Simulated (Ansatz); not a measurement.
In doubt: one-shot GW on d or f shells is unsure (in some of the runs), so the values of those runs are not to be relied on.

System: Cs2AgBiBr6 (Fm-3m).

Symmetry: Fm-3m, No. 225, cubic system. The conventional cell has a = 11.488 Å, b = 11.488 Å, c = 11.488 Å, α = 90.00°, β = 90.00°, γ = 90.00°. Cs has 12 Br at 4.06 Å nearest. Ag has 6 Br at 2.86 Å nearest. Nearest to Bi lie 6 Br at 2.88 Å. Br has 1 Ag at 2.86 Å and 1 Bi at 2.88 Å and 4 Cs at 4.06 Å nearest. Farther neighbours and most contacts between anions are not listed.

```
Cs Ag Bi Br
1.0
     0.00000    5.74415    5.74415
     5.74415    0.00000    5.74415
     5.74415    5.74415    0.00000
Cs Ag Bi Br
2 1 1 6
Direct
  0.75000 0.75000 0.75000
  0.25000 0.25000 0.25000
  0.50000 0.50000 0.50000
  0.00000 0.00000 0.00000
  0.74919 0.25081 0.25081
  0.25081 0.25081 0.74919
  0.25081 0.74919 0.74919
  0.25081 0.74919 0.25081
  0.74919 0.25081 0.74919
  0.74919 0.74919 0.25081
```

The cell and positions are those that the Materials Project relaxed with its own functionals (PBE, PBE+U or r2SCAN), kept fixed. Spin-orbit coupling is left out unless a run names it.

Gaps computed with Ansatz 0.2.0 without a self-energy: LDA 1.18 eV, PBE 1.34 eV, PBE+SOC 1.11 eV, r2SCAN 1.74 eV and PBE0 2.89 eV.

Estimate the G0W0@PBE gap with 2×2×2 mesh, 993 empty bands, screening to 110 eV, PAW set soft_1 files.

About 2.31 eV: on its mesh the run moves the gap from 1.31 eV by +1.00 eV. Among the scalar-relativistic levels given, r2SCAN is nearest (−0.57 eV). Spin-orbit coupling is not in that value; its −0.23 eV at the PBE level would bring it to about 2.08 eV. Bands and cutoff are finite, so the gap is not at the basis limit. The miss can reach some tenths of an eV and take either sign; the mesh is an error of its own. The 2×2×2 mesh is coarse for this cell (its supercell is 16 Å along the shortest edge). The RPA ε∞ on it, from the PBE start, is 5.52; such meshes misread the long-range screening, most where the gap is narrow. Where an edge is built on 6p states of lead, bismuth or thallium, scalar-relativistic gaps usually stand too wide, by a few tenths to over one eV. A d shell, filled or nearly so, lies near the gap. One-shot GW converges very slowly in bands there, not always from below, and on a semilocal start the gap tends to come out low; starts rich in exact exchange can overshoot instead. The many-body steps are scalar-relativistic: spin-orbit coupling is not in them.

[Paths, hosts, dates, memory and timing lines, banners, echoed tables and standing remarks are left out of the program output.]

[Logs are printed without paths, hosts, clocks, repeated set-up lines and the standing remarks that a program may print on its own settings, such as how far it seeks lower states.]

[Runs of the session that timed out or met a known fault of the program may be left out.]

[Cells called generated may have been cut or substituted from an entry of the Crystallography Open Database or the Materials Project.]

[Hosts, paths, dates, database ids (printed as entryN), source tags and the programs' standing remarks are cut or masked in the printed files.]
